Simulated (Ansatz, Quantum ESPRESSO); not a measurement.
# Pt (fcc): bulk modulus from a few volumes

How stiff is fcc Pt under hydrostatic load? Each row scales the relaxed cell evenly and relaxes the atoms. The phase is followed to these pressures whether or not it stays the stable one.

Calculated with Ansatz 0.2.0, PBEsol, PAW files of the set soft_1, cutoff 600 eV, Fermi–Dirac smearing 0.05 eV, k-mesh 19×19×19, no spin polarisation, no spin-orbit coupling.

Reference cell, relaxed at zero pressure with PBEsol (Fm-3m): a = 2.7704 Å, b = 2.7704 Å, c = 2.7704 Å, α = 60.00°, β = 60.00°, γ = 60.00°.

```
atom       x       y       z
  Pt  0.0000  0.0000  0.0000
```

```csv
V (Å³/atom),V/V0,P (GPa),E − E0 (meV/atom)
14.1330,0.9400,20.982,55.3
14.4337,0.9600,13.089,23.5
14.7344,0.9800,6.129,5.6
15.3358,1.0200,−5.401,5.2
15.9373,1.0600,−14.317,42.9
```

V0 = 15.0351 Å³ an atom, where the residual pressure P0 is −0.003 GPa. **Question.** Fit the Birch–Murnaghan law and give the pressure and the energy at V = 15.6366 Å³ an atom, a row left out above.

With the Eulerian strain f = ½[(V0/V)^(2/3) − 1] and F = (P − P0)/[3f(1 + 2f)^(5/2)], the third-order law is the line F = B0 + (3/2) B0 (B′ − 4) f.

| f | F (GPa) |
| --- | --- |
| 0.02106 | 299.65 |
| 0.01379 | 295.56 |
| 0.00678 | 291.50 |
| −0.00656 | 283.60 |
| −0.01905 | 275.97 |

A straight line through the 5 rows: the means are 0.003204 for f and 289.26 for F, Σ(Δx)² = 0.001034 and ΣΔxΔy = 0.6112, so the slope is 0.6112/0.001034 = 591 and the intercept 289.26 − (591)(0.003204) = 287.36.

Hence B0 = 287.4 GPa and B′ = 4 + (591.0)/(1.5 × 287.4) = 5.37. For the withheld volume f = −0.01291, F = 279.73 GPa and P = −10.15 GPa. The run itself gives −10.15 GPa, so the estimate misses by 0.00 GPa, a rounding's worth.

Integrating the same law gives E − E0 = (9/2) B0 V0 f²[1 + (B′ − 4) f] + P0(V0 − V), with 1 GPa Å³ = 6.2415 meV: 19.9 meV an atom. The run itself gives 19.9 meV, so the estimate misses by 0.0 meV, a rounding's worth.

The same fit over all rows at other levels or in other programs gives B0 = 290 GPa with PBEsol (Quantum ESPRESSO, GBRV).

[Logs are printed without paths, hosts, clocks, repeated set-up lines and the standing remarks that a program may print on its own settings, such as how far it seeks lower states.]
